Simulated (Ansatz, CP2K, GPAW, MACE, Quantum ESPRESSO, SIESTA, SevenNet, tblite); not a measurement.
# Quantum ESPRESSO on coherent Mg-rich inclusion in Li2O (96 atoms): settings compared

How far do other settings of Quantum ESPRESSO move the forces in coherent Mg-rich inclusion in Li2O (96 atoms)? One run of the same program serves as the yardstick.

Program: Quantum ESPRESSO 7.5. Level of theory: the method is named at each step. Results are calculated unless marked as measured.

### 1. The starting structure

The cell holds 96 atoms: 32 O, 56 Li and 8 Mg. Its edges and angles: a = 9.220 Å, b = 9.220 Å, c = 9.220 Å, α = 90.0°, β = 90.0°, γ = 90.0°. It derives from Li2O (fluorite-type), repeated 2×2×2. Antifluorite-type Li2O (a = 4.61 Å), 2 x 2 x 2 conventional cells, Li replaced by Mg within 3.22 Å of the centre; not relaxed, displaced by a Gaussian of 0.02 Å. Then every atom was moved at random, 0.03 Å r.m.s. a Cartesian component. Nearest the centre at fractional (0.515, 0.517, 0.522): O85 at 0.33 Å, Mg86 at 1.65 Å, Mg42 at 1.87 Å, Mg69 at 1.88 Å, Mg84 at 1.97 Å, Mg23 at 2.08 Å, Mg53 at 2.15 Å, Mg32 at 2.16 Å.

The yardstick, on the same geometry:

* method: Kohn-Sham DFT, PBE, SSSP efficiency 1.3.0 pseudopotentials, plane waves (Quantum ESPRESSO 7.5); sssp-pbe-1.3.0-efficiency, cutoffs 60/480 Ry, Γ point
* r.m.s. force component: 0.7445 eV/Å
* longest force: 3.951 eV/Å
* pressure: 12.54 GPa
* time: 1.9 min on 4 MPI ranks of Arm Neoverse V1, shared host
* CPU time: 7.6 min

### 2. PBE, sssp-1.3.0-efficiency, 30/240 Ry

Method: Kohn-Sham DFT, PBE, SSSP efficiency 1.3.0 pseudopotentials, plane waves.

The input, pw.in:

```
&control
  calculation = 'scf'
  pseudo_dir = './pseudo'
  outdir = './tmp'
  disk_io = 'none'
  tprnfor = .true.
  tstress = .true.
/
&system
  ibrav = 0
  nat = 96
  ntyp = 3
  ecutwfc = 30
  ecutrho = 240
  nosym = .true.
  occupations = 'smearing'
  smearing = 'fd'
  degauss = 0.003675
/
&electrons
  conv_thr = 4.8e-07
  electron_maxstep = 100
  mixing_beta = 0.2
  mixing_mode = 'local-TF'
  diagonalization = 'david'
/
ATOMIC_SPECIES
O 15.999 O.upf
Li 6.940 Li.upf
Mg 24.305 Mg.upf
CELL_PARAMETERS angstrom
9.22000 0.00000 0.00000
0.00000 9.22000 0.00000
0.00000 0.00000 9.22000
ATOMIC_POSITIONS crystal
O 0.99982 0.00455 0.00121
Li 0.11906 0.12840 0.12336
Mg 0.38053 0.37248 0.37750
O 0.00307 0.24950 0.25231
Li 0.12459 0.38744 0.37819
Li 0.37042 0.12392 0.12271
O 0.24622 0.00164 0.24848
Li 0.37921 0.12841 0.37374
Li 0.12915 0.38001 0.12714
O 0.24639 0.24949 0.00594
Li 0.37278 0.37658 0.11651
Li 0.13287 0.12764 0.37055
O 0.00003 0.98945 0.50722
Li 0.12654 0.12511 0.62652
Li 0.37234 0.37731 0.86561
O 0.99936 0.24511 0.75312
Li 0.12524 0.36899 0.87634
Li 0.37227 0.12326 0.62290
O 0.24846 0.99542 0.75233
Li 0.37825 0.11928 0.87214
Li 0.12749 0.38202 0.62478
O 0.25888 0.24786 0.49369
Mg 0.37126 0.37915 0.62919
Li 0.12653 0.13390 0.87663
O 0.00014 0.49620 0.00270
Li 0.11794 0.62993 0.12791
Li 0.37111 0.87947 0.37997
O 0.99419 0.74930 0.24528
Li 0.12016 0.88113 0.37417
Li 0.36678 0.62286 0.12230
O 0.25449 0.49145 0.25508
Mg 0.37625 0.63068 0.37121
Li 0.12570 0.87235 0.11745
O 0.25443 0.75085 0.99985
Li 0.37326 0.87288 0.13369
Li 0.12642 0.62174 0.37274
O 0.99643 0.50659 0.50099
Li 0.12425 0.62600 0.62447
Li 0.37423 0.87571 0.87110
O 0.00620 0.74558 0.75090
Li 0.12317 0.87102 0.87461
Mg 0.37384 0.62250 0.62336
O 0.24586 0.49749 0.75129
Li 0.37061 0.62456 0.87754
Li 0.12514 0.87020 0.62514
O 0.24928 0.75649 0.49817
Li 0.38307 0.87594 0.62064
Li 0.12151 0.63023 0.87713
O 0.49285 0.00008 0.99402
Li 0.62697 0.11893 0.12775
Li 0.87118 0.37993 0.37372
O 0.50799 0.24758 0.24732
Mg 0.62283 0.37328 0.37288
Li 0.87133 0.12314 0.12178
O 0.74779 0.00194 0.24740
Li 0.87797 0.12528 0.37123
[... 36 atom lines left out ...]
Li 0.62107 0.86399 0.62827
O 0.75593 0.75167 0.50479
Li 0.87323 0.87955 0.62011
Li 0.62118 0.62680 0.87906
K_POINTS gamma
```

Started as:

```console
> OMP_NUM_THREADS=1 mpirun -np 2 pw.x -in pw.in > output.txt
```

The log of the run:

```text
Program PWSCF
     gamma-point specific algorithms are used
     Parallelization info
     sticks:   dense  smooth     PW     G-vecs:    dense   smooth      PW
     Min        2891    1446    361               166038    58687    7383
     Max        2894    1447    364               166039    58690    7388
     Sum        5785    2893    725               332077   117377   14771
     bravais-lattice index     =            0
     lattice parameter (alat)  =      17.4233  a.u.
     unit-cell volume          =    5289.1924 (a.u.)^3
     number of atoms/cell      =           96
     number of atomic types    =            3
     number of electrons       =       376.00
     number of Kohn-Sham states=          226
     kinetic-energy cutoff     =      30.0000  Ry
     charge density cutoff     =     240.0000  Ry
     scf convergence threshold =      4.8E-07
     mixing beta               =       0.2000
     number of iterations used =            8  local-TF  mixing
     Exchange-correlation= SLA  PW   PBX  PBC
                           (   1   4   3   4   0   0   0)
     crystal axes: (cart. coord. in units of alat)
               a(1) = (   1.000000   0.000000   0.000000 )
               a(2) = (   0.000000   1.000000   0.000000 )
               a(3) = (   0.000000   0.000000   1.000000 )
     reciprocal axes: (cart. coord. in units 2 pi/alat)
               b(1) = (  1.000000  0.000000  0.000000 )
               b(2) = (  0.000000  1.000000  0.000000 )
               b(3) = (  0.000000  0.000000  1.000000 )
     PseudoPot. # 1 for O :
     Pseudo is Projector augmented-wave + core cor, Zval =  6.0
     PseudoPot. # 2 for Li:
     Pseudo is Ultrasoft, Zval =  3.0
     PseudoPot. # 3 for Mg:
     Pseudo is Projector augmented-wave + core cor, Zval =  2.0
     atomic species   valence    mass     pseudopotential
     O                 6.00    15.99900     O ( 1.00)
     Li                3.00     6.94000     Li( 1.00)
     Mg                2.00    24.30500     Mg( 1.00)
     No symmetry found
   Cartesian axes
     number of k points=     1  Fermi-Dirac smearing, width (Ry)=  0.0037
                       cart. coord. in units 2pi/alat
        k(    1) = (   0.0000000   0.0000000   0.0000000), wk =   2.0000000
     Dense  grid:   166039 G-vectors     FFT dimensions: (  90,  90,  90)
     Smooth grid:    58689 G-vectors     FFT dimensions: (  64,  64,  64)
     Check: negative core charge=   -0.000011
     Initial potential from superposition of free atoms
     starting charge     350.7510, renormalised to     376.0000
     Starting wfcs are  440 randomized atomic wfcs
     Self-consistent Calculation
     iteration #  1     ecut=    30.00 Ry     beta= 0.20
     total energy              =   -2419.90198078 Ry
     estimated scf accuracy    <      16.12646655 Ry
     iteration #  2     ecut=    30.00 Ry     beta= 0.20
     total energy              =   -2415.25732683 Ry
     estimated scf accuracy    <      13.55970304 Ry
     iteration #  3     ecut=    30.00 Ry     beta= 0.20
     total energy              =   -2417.09107379 Ry
     estimated scf accuracy    <       1.29455431 Ry
     iteration #  4     ecut=    30.00 Ry     beta= 0.20
     total energy              =   -2417.12308238 Ry
     estimated scf accuracy    <       0.61010162 Ry
     iteration #  5     ecut=    30.00 Ry     beta= 0.20
     total energy              =   -2417.11326538 Ry
     estimated scf accuracy    <       0.37874231 Ry
     iteration #  6     ecut=    30.00 Ry     beta= 0.20
     total energy              =   -2417.12126767 Ry
     estimated scf accuracy    <       0.12335386 Ry
[...]
c_bands:  2 eigenvalues not converged
[...]
c_bands:  2 eigenvalues not converged
[...]
c_bands:  1 eigenvalues not converged
[...]
total energy              =   -2417.11349924 Ry
[...]
iteration # 18     ecut=    30.00 Ry     beta= 0.20
     total energy              =   -2417.11349874 Ry
     estimated scf accuracy    <       0.00000114 Ry
     iteration # 19     ecut=    30.00 Ry     beta= 0.20
     total energy              =   -2417.11349894 Ry
     estimated scf accuracy    <       0.00000059 Ry
     iteration # 20     ecut=    30.00 Ry     beta= 0.20
     End of self-consistent calculation
          k = 0.0000 0.0000 0.0000 (  7386 PWs)   bands (ev):
   -39.7174 -39.6554 -39.5467 -39.5398 -39.5243 -39.5143 -39.5008 -39.4661
   -39.4395 -39.4278 -39.4203 -39.3869 -39.3769 -39.3708 -39.3668 -39.3641
   -39.3445 -39.3334 -39.2956 -39.2945 -39.2792 -39.2543 -39.2396 -39.2190
   -39.1961 -39.1861 -39.1733 -39.1668 -39.1534 -39.1505 -39.1385 -39.1191
   -39.1031 -39.0826 -39.0791 -39.0719 -39.0695 -39.0525 -39.0221 -39.0162
   -38.9955 -38.9781 -38.9573 -38.9510 -38.8938 -38.8894 -38.8564 -38.8432
[...]
10.5239  10.6040  10.6898  10.7765  10.7971  10.8521  11.0783  11.2217
    11.2391  11.3694  11.3922  11.4976  11.6911  11.8036  11.9245  12.0199
    12.0864  12.5778  12.5806  12.6104  12.7860  12.8731  12.9788  13.1950
    13.2362  13.2615
     the Fermi energy is     8.0292 ev
!    total energy              =   -2417.11349889 Ry
     estimated scf accuracy    <       0.00000014 Ry
     smearing contrib. (-TS)   =      -0.00272548 Ry
     internal energy E=F+TS    =   -2417.11077341 Ry
     The total energy is F=E-TS. E is the sum of the following terms:
     one-electron contribution =    -736.68606975 Ry
     hartree contribution      =     478.23679096 Ry
     xc contribution           =    -451.57756152 Ry
     ewald contribution        =   -1151.64347538 Ry
     one-center paw contrib.   =    -555.44045773 Ry
     convergence has been achieved in  20 iterations
     Forces acting on atoms (cartesian axes, Ry/au):
     atom    1 type  1   force =    -0.00814743   -0.01455513   -0.00747297
     atom    2 type  2   force =     0.00616254   -0.00331766    0.00531684
     atom    3 type  3   force =    -0.10275506   -0.06184745   -0.09435518
     atom    4 type  1   force =    -0.01418155    0.01547453    0.00600603
     atom    5 type  2   force =    -0.02672963   -0.02206146    0.00391802
     atom    6 type  2   force =    -0.00597252   -0.00403721   -0.00562464
[...]
atom   94 type  1   force =    -0.01652272    0.00280147   -0.02076054
     atom   95 type  2   force =     0.00606893   -0.00714295    0.01589415
     atom   96 type  2   force =     0.00354972   -0.00334966    0.02070878
     Total force =     0.495326     Total SCF correction =     0.000905
     Computing stress (Cartesian axis) and pressure
          total   stress  (Ry/bohr**3)                   (kbar)     P=     -160.33
  -0.00106980   0.00000115  -0.00000588         -157.37        0.17       -0.87
   0.00000115  -0.00109544   0.00000398            0.17     -161.14        0.58
  -0.00000588   0.00000398  -0.00110444           -0.87        0.58     -162.47
     Message from routine punch:
     Nothing written, as per user request (disk_io='none')
```

The job ended after 82 s (2 MPI ranks of Arm Neoverse V1, shared host; peak memory 0.82 GiB; 2.7 min of CPU time).

Banners, paths, timers and routine set-up lines are dropped from the logs unmarked, and long logs keep their key lines alone; longer cuts are marked.

Compared with the plane-wave run:

```yaml
r_m_s_force_component: 0.7504 eV/Å
r_m_s_difference_of_force_components: 13.7 meV/Å
longest_difference_of_force_vectors: 74.14 meV/Å
force_difference_over_r_m_s_force: 1.84 %
slope_of_forces_against_the_reference_s: 1.008
correlation_of_force_components: 0.9999
pressure: -16.03 GPa
pressure_difference: -28.57 GPa
energy_less_the_same_level_run_s: 275.5 meV/atom
r_m_s_force_difference_from_the_same_level_run: 13.7 meV/Å
```

This is a coarse setting, run to see what it loses.

Length of the force difference by element (eV/Å):

```csv
element,atoms,mean,most
Li,56,0.0081,0.017
Mg,8,0.015,0.019
O,32,0.037,0.074
```

A closer look about Li29, picked at random: 11 atoms, nearest first, numbered in the order of the input, with positions taken from that point.

```csv
atom,x,y,z,distance (Å),bonds,Fx,Fy,Fz (eV/Å)
Li29,0.00,0.00,0.00,0.00,4,0.02,-0.26,-0.25
O13,-1.11,1.00,1.23,1.93,8,-0.11,0.98,-0.73
O7,1.16,1.11,-1.16,1.98,8,0.47,-0.04,0.25
O46,1.19,-1.15,1.14,2.01,8,-0.36,-0.09,0.08
O28,-1.16,-1.22,-1.19,2.06,8,0.29,-0.18,0.30
Li12,0.12,2.27,-0.03,2.28,4,-0.29,0.01,-0.05
Li75,-2.28,-0.02,-0.04,2.28,4,0.02,-0.23,0.04
Li27,2.31,-0.02,0.05,2.31,4,-0.04,0.81,-0.06
Li45,0.05,-0.10,2.31,2.32,4,0.03,0.28,0.28
Li33,0.05,-0.08,-2.37,2.37,4,0.01,0.30,0.35
Li36,0.06,-2.39,-0.01,2.39,4,-0.92,0.43,0.29
```

Forces lie 1.8 % from the reference's, at 0.36 times its CPU time (on 2 against 4 cores).

The difference per atom is largest on O (0.037 eV/Å on average, against 0.015 on Mg).

### 3. PBE, gbrv-1.5, 40/200 Ry

Method: Kohn-Sham DFT, PBE, GBRV 1.5 ultrasoft pseudopotentials, plane waves.

The pseudopotential files are exchanged too: ./pseudo now holds the set gbrv-pbe-1.5.

pw.in, as its differences from that of step 2:

```diff
@@ -12,4 +12,4 @@
   ntyp = 3
-  ecutwfc = 30
-  ecutrho = 240
+  ecutwfc = 40
+  ecutrho = 200
   nosym = .true.
```

The log of the run:

```text
[banner, memory and clock lines left out]
Program PWSCF
     gamma-point specific algorithms are used
     bravais-lattice index     =            0
     lattice parameter (alat)  =      17.4233  a.u.
     unit-cell volume          =    5289.1924 (a.u.)^3
     number of atoms/cell      =           96
     number of atomic types    =            3
     number of electrons       =       440.00
     number of Kohn-Sham states=          264
     kinetic-energy cutoff     =      40.0000  Ry
[... lines left out ...]
     scf convergence threshold =      4.8E-07
[... lines left out ...]
     number of k points=     1  Fermi-Dirac smearing, width (Ry)=  0.0037
[... lines left out ...]
     total energy              =   -2864.42386062 Ry
[... lines left out ...]
     total energy              =   -2832.25608412 Ry
[... lines left out ...]
     total energy              =   -2850.11014262 Ry
[... lines left out ...]
     total energy              =   -2852.90562226 Ry
[... lines left out ...]
     total energy              =   -2852.90562268 Ry
[... lines left out ...]
          k = 0.0000 0.0000 0.0000 ( 11324 PWs)   bands (ev):
   -69.5274 -69.4602 -69.4147 -69.3886 -69.2941 -69.2835 -69.2567 -69.1506
   -39.3101 -39.2495 -39.1413 -39.1366 -39.1198 -39.1123 -39.0989 -39.0607
   -39.0389 -39.0241 -39.0154 -38.9852 -38.9770 -38.9694 -38.9652 -38.9618
[...]
12.5273  12.9535  12.9619  12.9892  13.2169  13.3001  13.4082  13.6318
    13.6789  13.7059  13.7571  13.8215  14.0029  14.0518  14.0978  14.1607
     the Fermi energy is     8.4473 ev
!    total energy              =   -2852.90562243 Ry
     estimated scf accuracy    <       0.00000047 Ry
     smearing contrib. (-TS)   =      -0.00270588 Ry
     internal energy E=F+TS    =   -2852.90291655 Ry
     The total energy is F=E-TS. E is the sum of the following terms:
     one-electron contribution =   -1884.85507235 Ry
     hartree contribution      =    1033.27982815 Ry
     xc contribution           =    -570.03358144 Ry
     ewald contribution        =   -1431.29409090 Ry
     convergence has been achieved in  23 iterations
     Forces acting on atoms (cartesian axes, Ry/au):
     atom    1 type  1   force =    -0.00775282   -0.01352968   -0.00703458
     atom    2 type  2   force =     0.00612513   -0.00330050    0.00525521
     atom    3 type  3   force =    -0.10204370   -0.06064704   -0.09298580
[...]
atom   95 type  2   force =     0.00597407   -0.00694518    0.01557122
     atom   96 type  2   force =     0.00328362   -0.00354233    0.02076944
     Total force =     0.487687     Total SCF correction =     0.002222
     Computing stress (Cartesian axis) and pressure
          total   stress  (Ry/bohr**3)                   (kbar)     P=      127.69
   0.00088794  -0.00000012  -0.00000594          130.62       -0.02       -0.87
  -0.00000012   0.00086226   0.00000359           -0.02      126.84        0.53
  -0.00000594   0.00000359   0.00085387           -0.87        0.53      125.61
     Message from routine punch:
     Nothing written, as per user request (disk_io='none')
```

Elapsed: 2.5 min, on 2 MPI ranks; peak memory 0.85 GiB.

Compared with the plane-wave run:

```
r.m.s. force component                  : 0.7389 eV/Å
r.m.s. difference of force components   : 8.204 meV/Å
longest difference of force vectors     : 42.75 meV/Å
force difference over r.m.s. force      : 1.102 %
slope of forces against the reference's : 0.9924
correlation of force components         : 1
pressure                                : 12.77 GPa
pressure difference                     : 0.227 GPa
```

Against the first run (1.8 %), the force difference from the reference is 1.1 %, at 1.8 times the CPU time.

The difference per atom is largest on Mg (0.036 eV/Å on average, against 0.011 on O).

### 4. The ladder

Differences are against the plane-wave reference, forces as r.m.s. over components; share is that over the reference's r.m.s. force, slope the least-squares factor from reference forces to these. Total energies of different programs have different zeros and aren't compared.

```csv
run,"Δ force, r.m.s. (meV/Å)",share (%),slope,Δ pressure (GPa),cores,CPU time,memory (GiB)
reference,-,-,-,-,4,7.6 min,2.2
"QE PBE, sssp-1.3.0-efficiency, 30/240 Ry (coarse)",13.7,1.84,1.008,-28.6,2,2.7 min,0.82
"QE PBE, gbrv-1.5, 40/200 Ry",8.20,1.10,0.992,0.227,2,5 min,0.85
```

Rows marked coarse were listed beforehand as settings not expected to be converged; some can still land near the reference.

CPU time is summed over cores on a shared host, where runs went side by side, so it is rough. Symmetry, cutoffs, thresholds, outputs and thread counts weren't matched or tuned between programs; memory under MPI is the largest rank's times the ranks.

Within one program, basis, potentials and functional, energies share a zero. Each run against its twin at the usual cutoff or grid and solver:

```csv
run,twin,Δ energy (meV/atom),"Δ force, r.m.s. (meV/Å)",CPU time over the twin's
"QE PBE, sssp-1.3.0-efficiency, 30/240 Ry","sssp-1.3.0-efficiency, 60/480 Ry",276,13.7,0.36 (this twin ran on 4 cores)
```

### 5. Summary of results

```
nearest in forces : QE PBE, gbrv-1.5, 40/200 Ry, 1.1 %
its CPU time      : 5 min
```

PBE on plane waves or a grid with other potentials, cutoffs or grids, coarse settings apart, differs from the reference by 1.1 % (QE PBE, gbrv-1.5, 40/200 Ry) of the r.m.s. force; this holds the reference's own error, so differences of a few per cent don't tell which side is nearer the exact PBE result. Runs with settings chosen to be coarse differ by 1.8 % (QE PBE, sssp-1.3.0-efficiency, 30/240 Ry). One electronic-structure run takes under half the reference's CPU time: QE PBE, sssp-1.3.0-efficiency, 30/240 Ry, at 1.8 % in 2.7 min against 7.6 min; its pressure misses by -28.6 GPa. In pressure, QE PBE, sssp-1.3.0-efficiency, 30/240 Ry misses by -28.6 GPa, at the same functional; a cutoff this low leaves a large Pulay stress. The potentials hold different valence shells: 376 electrons in the reference, 440 in Quantum ESPRESSO with GBRV; this bears on time and differences. The reference's pressure holds the uncorrected Pulay stress of its 60 Ry basis, so small pressure differences, and their order, may be the reference's own error. The reference's pressure of 13 GPa says that the cell would expand at this level of theory. The electronic-structure runs sample only Γ, in a cell whose shortest periodic width is 9 Å.

[Also dropped from logs without a mark: logging warnings of Python, and SIESTA's first energy breakdown and zero terms.]

[Logs are printed without paths, hosts, clocks, repeated set-up lines and the standing remarks that a program may print on its own settings, such as how far it seeks lower states.]

[Hosts, paths, dates, database ids (printed as entryN), source tags and the programs' standing remarks are cut or masked in the printed files.]
